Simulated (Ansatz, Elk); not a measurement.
**How far do independent atoms describe Li4BCl?**

The structure of Li4BCl used here is made up (a known structure type with other elements) and was relaxed beforehand with PBE. The aim is the Fourier transform of its all-electron density, F(hkl), set beside the sum over free spherical atoms that refinements use.

Calculated with Elk 11.2.3 (patched build); DFT, PBE, all-electron APW+lo, Dirac cores, scalar-relativistic bands, static density, no spin.

The structure was built from a prototype and need not be the compound's stable phase.

### 1. The structure

It takes space group R-3m (No. 166, trigonal). The conventional cell has a = 3.836 Å, b = 3.836 Å, c = 22.166 Å, α = 90.00°, β = 90.00°, γ = 120.00°. Cl has 8 Li at 2.59 to 3.02 Å nearest. Nearest to B lie 8 Li at 2.31 to 2.34 Å. Nearest to Li lie 3 B at 2.31 Å and 6 Li at 2.59 to 2.77 Å and 1 Cl at 3.02 Å. Nearest to Li lie 1 B at 2.34 Å and 3 Cl at 2.59 Å. Farther neighbours and most contacts between anions are not listed.

### 2. Ground state and structure factors

An all-electron density is needed, since X-rays see the cores too. Task 0 finds the density and task 195 Fourier-transforms it; tshift is off so that phases refer to the origin typed.

Contents of elk.in:

```
tasks
  0
  195

xctype
  20

spinpol
  .false.

rgkmax
  7.0

gmaxvr
  14.0

lmaxo
  7

lmaxapw
  8

swidth
  0.002

tshift
  .false.

ramdisk
  .false.

hmaxvr
  5.5

maxscl
  120

epspot
  1e-06

sppath
  './'

avec
  3.62424260544 2.09245744422 13.96247690392
  -3.62424260544 2.09245744422 13.96247690392
  0.00000000000 -4.18491488736 13.96247690408

atoms
  3
  'Cl.in'
  1
  0.5000000000 0.5000000000 0.5000000000   0.000000 0.000000 0.000000
  'B.in'
  1
  -0.0000000000 -0.0000000000 -0.0000000000   0.000000 0.000000 0.000000
  'Li.in'
  4
  0.3636558377 0.3636558377 0.3636558377   0.000000 0.000000 0.000000
  0.6363441623 0.6363441623 0.6363441623   0.000000 0.000000 0.000000
  0.1056457415 0.1056457415 0.1056457415   0.000000 0.000000 0.000000
  0.8943542585 0.8943542585 0.8943542585   0.000000 0.000000 0.000000

ngridk
  7 7 7
```

Run with:

```sh
> OMP_NUM_THREADS=4 elk
```

Numbers of over 12 decimals in the logs are rounded to 6 here.

The log of the run:

```text
┌─────────────────────────┐
│ Elk code version 11.2.3 │
└─────────────────────────┘

All units are atomic (Hartree, Bohr, etc.)

┌─────────────────────────────────────────────────┐
│ Ground-state run starting from atomic densities │
└─────────────────────────────────────────────────┘

Lattice vectors :
   3.624242605       2.092457444       13.96247690
  -3.624242605       2.092457444       13.96247690
   0.000000000      -4.184914887       13.96247690

Reciprocal lattice vectors :
  0.8668273611      0.5004630103      0.1500016879
 -0.8668273611      0.5004630103      0.1500016879
 -0.8415516832E-18  -1.000926021      0.1500016879

Unit cell volume      :    635.3128122
Brillouin zone volume :   0.3904379208

Muffin-tin inner radius fraction :   0.1000000000E-01

Nuclei treated as point charges

Species : 1 (Cl)
 parameters loaded from : Cl.in
 name : chlorine
 nuclear charge    :   -17.00000000
 electronic charge :    17.00000000
 atomic mass :    64626.86550
 muffin-tin radius :    2.200000000
 number of radial points in muffin-tin :    793
 inner part over the whole radius :   0.9992010025E-02
 number on inner part of muffin-tin    :    555
 approximate nuclear radius :   0.6305718926E-04
 number of mesh points to nuclear radius :    253
 atomic positions (lattice), magnetic fields (Cartesian) :
  1 :   0.50000000  0.50000000  0.50000000    0.00000000  0.00000000  0.00000000

Species : 2 (B)
 parameters loaded from : B.in
 name : boron
 nuclear charge    :   -5.000000000
 electronic charge :    5.000000000
 atomic mass :    19707.24742
 muffin-tin radius :    1.800000000
 number of radial points in muffin-tin :    593
 inner part over the whole radius :   0.9957276294E-02
 number on inner part of muffin-tin    :    405
 approximate nuclear radius :   0.4534157419E-04
 number of mesh points to nuclear radius :    161
 atomic positions (lattice), magnetic fields (Cartesian) :
  1 :   0.00000000  0.00000000  0.00000000    0.00000000  0.00000000  0.00000000

Species : 3 (Li)
 parameters loaded from : Li.in
 name : lithium
 nuclear charge    :   -3.000000000
 electronic charge :    3.000000000
 atomic mass :    12652.66898
 muffin-tin radius :    1.800000000
 number of radial points in muffin-tin :    593
 inner part over the whole radius :   0.9806707936E-02
 number on inner part of muffin-tin    :    401
 approximate nuclear radius :   0.4000070961E-04
 number of mesh points to nuclear radius :    148
 atomic positions (lattice), magnetic fields (Cartesian) :
  1 :   0.36365584  0.36365584  0.36365584    0.00000000  0.00000000  0.00000000
  2 :  -0.36365584 -0.36365584 -0.36365584    0.00000000  0.00000000  0.00000000
  3 :   0.10564574  0.10564574  0.10564574    0.00000000  0.00000000  0.00000000
  4 :  -0.10564574 -0.10564574 -0.10564574    0.00000000  0.00000000  0.00000000

Total number of atoms per unit cell :    6
Total muffin-tin volume :    166.7473605
 ratio of muffin-tin to unit cell volume :   0.2624649736

Spin treatment :
 spin-unpolarised

Number of Bravais lattice symmetries :   12
Number of crystal symmetries         :   12
Crystal has inversion symmetry
Real symmetric eigensolver will be used

k-point grid :      7     7     7
k-point offset :    0.000000000       0.000000000       0.000000000
k-point set is reduced with full crystal symmetry group
Total number of k-points :       44

Muffin-tin radius times maximum |G+k| :    7.000000000
 using average radius
Maximum |G+k| for APW functions       :    3.750000000
Maximum (1/2)|G+k|²                   :    7.031250000
Maximum |G| for potential and density :    14.00000000
Constant for pseudocharge density :    8
 order of it for each species :   15  15  15
 order of it for pair densities of each species (exact exchange by exxq0 0: 16) :   14   9   9
Radial integration step length :    1

G-vector grid sizes :     70    70    70
Number of G-vectors :    29427

Maximum angular momentum used for
 APW functions            :    8
 outer part of muffin-tin :    7
[...]
Estimated direct band gap   :   0.1887162305E-02
 at k-point 21

Charges :
 core                        :    12.00000000
 valence                     :    22.00000000
 interstitial                :    5.791193415
 muffin-tins (core leakage)
  species : 1 (Cl)
   atom 1                    :    15.55904260     (  0.1500093951E-04)
  species : 2 (B)
   atom 1                    :    4.094121376     (  0.6506596225E-04)
  species : 3 (Li)
   atom 1                    :    2.182762391     (   0.000000000    )
   atom 2                    :    2.182762391     (   0.000000000    )
[...]
total in muffin-tins        :    28.20880659
 total calculated charge     :    33.99992364
 total charge                :    34.00000000
 error                       :   0.7636495612E-04

RMS change in Kohn-Sham potential (target) :    10.95752973     (  0.1000000000E-05)
Absolute change in total energy (target)   :   0.5853142333     (  0.1000000000E-03)

[... loops 3 to 16 left out ...]

┌──────────────────┐
│ Loop number : 17 │
└──────────────────┘

Energies :
 Fermi                       :     0.92525896498308E-01
 sum of occupied eigenvalues :     -287.81280353253
 electron kinetic            :      518.37914557533
 core electron kinetic       :      466.48532830096
 Coulomb                     :     -995.12939464778
 Coulomb potential           :     -754.94162404183
 nuclear-nuclear             :     -77.719146209514
 electron-nuclear            :     -1081.1050807835
 Hartree                     :      163.69483234522
 Madelung                    :     -617.65858262686
 xc potential                :     -51.250325066035
 exchange                    :     -38.606325416915
 correlation                 :     -1.134556
 electron entropic           :    -0.10969667924927E-02
 total energy                :     -516.49222781060

Density of states at Fermi energy :    85.50477040
 (states/Hartree/unit cell)

Estimated indirect band gap :   0.8485728537E-03
 from k-point 16 to k-point 40
Estimated direct band gap   :   0.1938617422E-01
 at k-point 34

Charges :
 core                        :    12.00000000
 valence                     :    22.00000000
 interstitial                :    5.998437585
 muffin-tins (core leakage)
  species : 1 (Cl)
   atom 1                    :    15.70349951     (  0.1506076749E-04)
  species : 2 (B)
   atom 1                    :    3.676599742     (  0.6593211013E-04)
  species : 3 (Li)
[...]
total in muffin-tins        :    28.00156241
 total calculated charge     :    33.99992467
 total charge                :    34.00000000
 error                       :   0.7533411195E-04

RMS change in Kohn-Sham potential (target) :   0.5259894017E-06 (  0.1000000000E-05)
Absolute change in total energy (target)   :   0.6140813866E-06 (  0.1000000000E-03)

Convergence targets achieved

┌──────────────────┐
│ Loop number : 18 │
└──────────────────┘

Energies :
 Fermi                       :     0.92525881495364E-01
 sum of occupied eigenvalues :     -287.81280367303
 electron kinetic            :      518.37914563889
 core electron kinetic       :      466.48532832634
 Coulomb                     :     -995.12939483121
 Coulomb potential           :     -754.94162411831
 nuclear-nuclear             :     -77.719146209514
 electron-nuclear            :     -1081.1050810816
 Hartree                     :      163.69483245989
 Madelung                    :     -617.65858277206
 xc potential                :     -51.250325193607
 exchange                    :     -38.606325408440
 correlation                 :     -1.134556
 electron entropic           :    -0.10969667891497E-02
 total energy                :     -516.49222792640

Density of states at Fermi energy :    85.50477034
 (states/Hartree/unit cell)

Estimated indirect band gap :   0.8485722604E-03
 from k-point 16 to k-point 40
Estimated direct band gap   :   0.1938617413E-01
 at k-point 34

Charges :
 core                        :    12.00000000
 valence                     :    22.00000000
 interstitial                :    5.998437606
 muffin-tins (core leakage)
  species : 1 (Cl)
   atom 1                    :    15.70349951     (  0.1506076646E-04)
  species : 2 (B)
   atom 1                    :    3.676599731     (  0.6593210919E-04)
  species : 3 (Li)
[...]
atom 2                    :    2.185115453     (   0.000000000    )
   atom 3                    :    2.125616124     (   0.000000000    )
   atom 4                    :    2.125616124     (   0.000000000    )
 total in muffin-tins        :    28.00156239
 total calculated charge     :    33.99992467
 total charge                :    34.00000000
 error                       :   0.7533412172E-04

┌──────────────────────────────┐
│ Self-consistent loop stopped │
└──────────────────────────────┘

Wrote STATE.OUT
```

Run time: 53 s. Hardware: 4 threads of Arm Neoverse V2, shared host; peak memory 0.25 GiB; 2.7 min of CPU time.

SFACRHO.OUT:

```text

h k l indices transformed by vhmat matrix:
   1.000000000       0.000000000       0.000000000    
   0.000000000       1.000000000       0.000000000    
   0.000000000       0.000000000       1.000000000    

      h      k      l  multipl.   |H|            Re(F)            Im(F)           |F|

      0      0      0      1   0.0000000       34.000000     -0.26145533E-16   34.000000    
     -1     -1     -1      2  0.45000506      -8.9590870     -0.57859833E-14   8.9590870    
     -2     -2     -2      2  0.90001013       16.986127      0.10745397E-13   16.986127    
     -1      0      0      6   1.0121035      -9.5885890     -0.13776151E-14   9.5885890    
      0     -1     -1      6   1.0449186       17.352267     -0.27552301E-15   17.352267    
      1      2      1      6   1.1669880       9.3052836     -0.16806904E-13   9.3052836    
      2      2      1      6   1.2507460      -11.658139      0.32373954E-14   11.658139    
     -3     -3     -3      2   1.3500152      -6.7334728     -0.20939749E-13   6.7334728    
      2      2      3      6   1.4506473      -12.510262     -0.55104602E-15   12.510262    
     -2     -3     -3      6   1.5626533       17.954016     -0.38022176E-13   17.954016    
      0      1     -1      6   1.7336547       18.938075     -0.40425477E-14   18.938075    
      0     -1     -2     12   1.7911067      -6.6711900     -0.55104602E-14   6.6711900    
     -4     -4     -4      2   1.8000203       9.6650369      0.22868410E-13   9.6650369    
      3      3      4      6   1.8033035       13.020339     -0.69569561E-14   13.020339    
      3      4      4      6   1.9298741      -3.1710740      0.67778661E-13   3.1710740    
      2      1      3     12   1.9533502       10.868081     -0.92300209E-14   10.868081    
      1     -1     -1      6   2.0074641      -7.0946652      0.28929916E-14   7.0946652    
      0      0      2      6   2.0242069       11.701164      0.66125523E-14   11.701164
```

Elk indexes on the primitive cell of elk.in and gives |H| = 4π sin θ/λ in inverse bohr. Below, one row stands for each form hkl of the conventional cell (m members, Friedel mates merged), F is for one primitive cell and the density is static (no thermal factor). Free-atom factors are Waasmaier and Kirfel's, and R is Σm||F|−|F'||/Σm|F|.

```tsv
hkl	m	sin θ/λ (Å⁻¹)	abs F, DFT	neutral atoms	diff.
003	2	0.068	8.959	9.424	-0.465
006	2	0.135	16.986	16.619	+0.367
101	6	0.152	9.589	9.736	-0.147
012	6	0.157	17.352	16.944	+0.408
104	6	0.175	9.305	9.060	+0.246
015	6	0.188	11.658	11.543	+0.116
009	2	0.203	6.734	6.427	+0.307
107	6	0.218	12.510	12.425	+0.085
018	6	0.235	17.954	18.051	-0.097
110	6	0.261	18.938	18.985	-0.047
113	12	0.269	6.671	6.682	-0.011
0 0 12	2	0.271	9.665	9.868	-0.203
1 0 10	6	0.271	13.020	13.175	-0.154
0 1 11	6	0.290	3.171	3.055	+0.116
116	12	0.294	10.868	10.932	-0.064
021	6	0.302	7.095	7.171	-0.076
202	6	0.304	11.701	11.752	-0.051
024	6	0.314	5.811	5.792	+0.020
```

### 3. The highest occupied states alone

An energy window below the Fermi level keeps the highest occupied states, to see at which angles they scatter; shallow core shells can lie inside it and anion s states outside. No new self-consistency is needed.

elk.in: that of step 2 with these lines changed.

```diff
@@ -1,3 +1,2 @@
 tasks
-  0
   195
@@ -40,2 +39,5 @@
 
+wsfac
+  -0.274970 0.392530
+
 sppath
```

Run with:

```sh
> OMP_NUM_THREADS=4 elk
```

The log of the run:

```text
┌─────────────────────────────────┐
│ Elk code version 11.2.3 started │
└─────────────────────────────────┘

Info(readinput): the functional depends on the density's gradient
 muffin-tin radial points multiplied by    2.00000
 (not where nrmtscf is given)

┌────────────────────┐
│ Current task : 195 │
└────────────────────┘

Info(sfacrho): density structure factors written to SFACRHO.OUT

 Energy window :  -0.2749700000      0.3925300000

┌──────────────────┐
│ Elk code stopped │
└──────────────────┘
```

Wall time 7.7 s (4 threads); peak memory 0.18 GiB; 9 s of CPU time.

States within 10 eV below the Fermi level hold 12.00 electrons; any levels below the window count with the cores. Their amplitudes can exceed the total, where window and core parts have opposite phase:

```tsv
hkl	sin θ/λ (Å⁻¹)	abs F, window	abs F, all
003	0.068	0.894	8.959
006	0.135	4.850	16.986
101	0.152	1.106	9.589
012	0.157	4.173	17.352
104	0.175	3.376	9.305
015	0.188	1.063	11.658
009	0.203	1.148	6.734
107	0.218	0.778	12.510
018	0.235	1.424	17.954
110	0.261	1.010	18.938
```

### 4. Another functional

The difference from free atoms is small, so it is set against the change that PBEsol makes.

elk.in: that of step 3 with these lines changed.

```diff
@@ -1,2 +1,3 @@
 tasks
+  0
   195
@@ -4,3 +5,3 @@
 xctype
-  20
+  22
 
@@ -39,5 +40,2 @@
 
-wsfac
-  -0.274970 0.392530
-
 sppath
```

Run with:

```sh
> OMP_NUM_THREADS=4 elk
```

The log of the run:

```text
┌─────────────────────────┐
│ Elk code version 11.2.3 │
└─────────────────────────┘

All units are atomic (Hartree, Bohr, etc.)

┌─────────────────────────────────────────────────┐
│ Ground-state run starting from atomic densities │
└─────────────────────────────────────────────────┘

Lattice vectors :
   3.624242605       2.092457444       13.96247690
  -3.624242605       2.092457444       13.96247690
   0.000000000      -4.184914887       13.96247690

Reciprocal lattice vectors :
  0.8668273611      0.5004630103      0.1500016879
[...]
atom 1                    :    15.68192327     (  0.1519385692E-04)
  species : 2 (B)
   atom 1                    :    3.663604745     (  0.6837471763E-04)
  species : 3 (Li)
[...]
atom 3                    :    2.124936721     (   0.000000000    )
   atom 4                    :    2.124936721     (   0.000000000    )
 total in muffin-tins        :    27.96629974
 total calculated charge     :    33.99992273
 total charge                :    34.00000000
 error                       :   0.7726576420E-04

┌──────────────────────────────┐
│ Self-consistent loop stopped │
└──────────────────────────────┘

Wrote STATE.OUT
[key lines of the parts left out:]
total energy                :     -515.43371907091
```

Wall time 52 s (4 threads); peak memory 0.26 GiB; 2.7 min of CPU time.

Against the first run R = 0.13 %; the largest change is -0.038 at 012.

### 5. Basis size

The basis and the expansions that go with it are enlarged, to see whether the differences are converged.

elk.in: that of step 4 with these lines changed.

```diff
@@ -5,3 +5,3 @@
 xctype
-  22
+  20
 
@@ -11,12 +11,12 @@
 rgkmax
-  7.0
+  8.5
 
 gmaxvr
-  14.0
+  18.0
 
 lmaxo
-  7
+  9
 
 lmaxapw
-  8
+  10
```

Run with:

```sh
> OMP_NUM_THREADS=4 elk
```

The log of the run:

```text
┌─────────────────────────┐
│ Elk code version 11.2.3 │
└─────────────────────────┘

All units are atomic (Hartree, Bohr, etc.)

┌─────────────────────────────────────────────────┐
│ Ground-state run starting from atomic densities │
└─────────────────────────────────────────────────┘

Lattice vectors :
   3.624242605       2.092457444       13.96247690
  -3.624242605       2.092457444       13.96247690
   0.000000000      -4.184914887       13.96247690

Reciprocal lattice vectors :
  0.8668273611      0.5004630103      0.1500016879
[...]
atom 1                    :    15.70396822     (  0.1506567826E-04)
  species : 2 (B)
   atom 1                    :    3.676995444     (  0.6593939466E-04)
  species : 3 (Li)
[...]
atom 3                    :    2.125638136     (   0.000000000    )
   atom 4                    :    2.125638136     (   0.000000000    )
 total in muffin-tins        :    28.00264076
 total calculated charge     :    33.99991910
 total charge                :    34.00000000
 error                       :   0.8090498247E-04

┌──────────────────────────────┐
│ Self-consistent loop stopped │
└──────────────────────────────┘

Wrote STATE.OUT
[key lines of the parts left out:]
total energy                :     -516.49272976932
```

Elapsed: 3.1 min, on 4 threads; peak memory 0.54 GiB.

Against the first run R = 0.00 %; the largest change is -0.001 at 3 0 18.

### 6. Settings against the effect

```tsv
run	R against the first run (%)	R against neutral atoms, low angle (%)	wall time
PBE, rgkmax 7	0.00	1.24	53 s
PBEsol	0.13	1.21	52 s
rgkmax 8.5 with larger expansions	0.00	1.24	3.1 min
```

### 7. What came out

- R against neutral atoms, sin θ/λ < 0.3 Å⁻¹: 1.24 %
- R against neutral atoms, 0.3 to 0.74 Å⁻¹: 0.33 %

**Reading.** Independent neutral atoms miss the calculated amplitudes by R = 1.24 % below 0.3 Å⁻¹ and 0.33 % from there to 0.74 Å⁻¹; by shells, 3.21 % below 0.15 Å⁻¹ (2 forms), 1.13 % 0.15 to 0.3 (13 forms), 0.50 % 0.3 to 0.45 (25 forms), 0.29 % above 0.45 (109 forms). Bonding, aspherical density and the tables' own atoms all enter these figures, and the runs don't part them. The largest change of an amplitude is -0.47 electrons, at 003. The window's part falls from 12.0 electrons at the origin to at most 0.18 between 0.45 and 0.74 Å⁻¹. Below 0.3 Å⁻¹ the changes that finished (PBEsol and rgkmax 8.5 with larger expansions) move F by R = 0.11 % at most, against the 1.24 % that separates it from free atoms. The k-mesh has no finished test. Part of the difference isn't bonding: the tables are fits to free atoms and ions calculated by other methods than this functional. Thermal motion, anomalous dispersion and extinction are left out.

[Logs are printed without paths, hosts, clocks, repeated set-up lines and the standing remarks that a program may print on its own settings, such as how far it seeks lower states.]

[Hosts, paths, dates, database ids (printed as entryN), source tags and the programs' standing remarks are cut or masked in the printed files.]
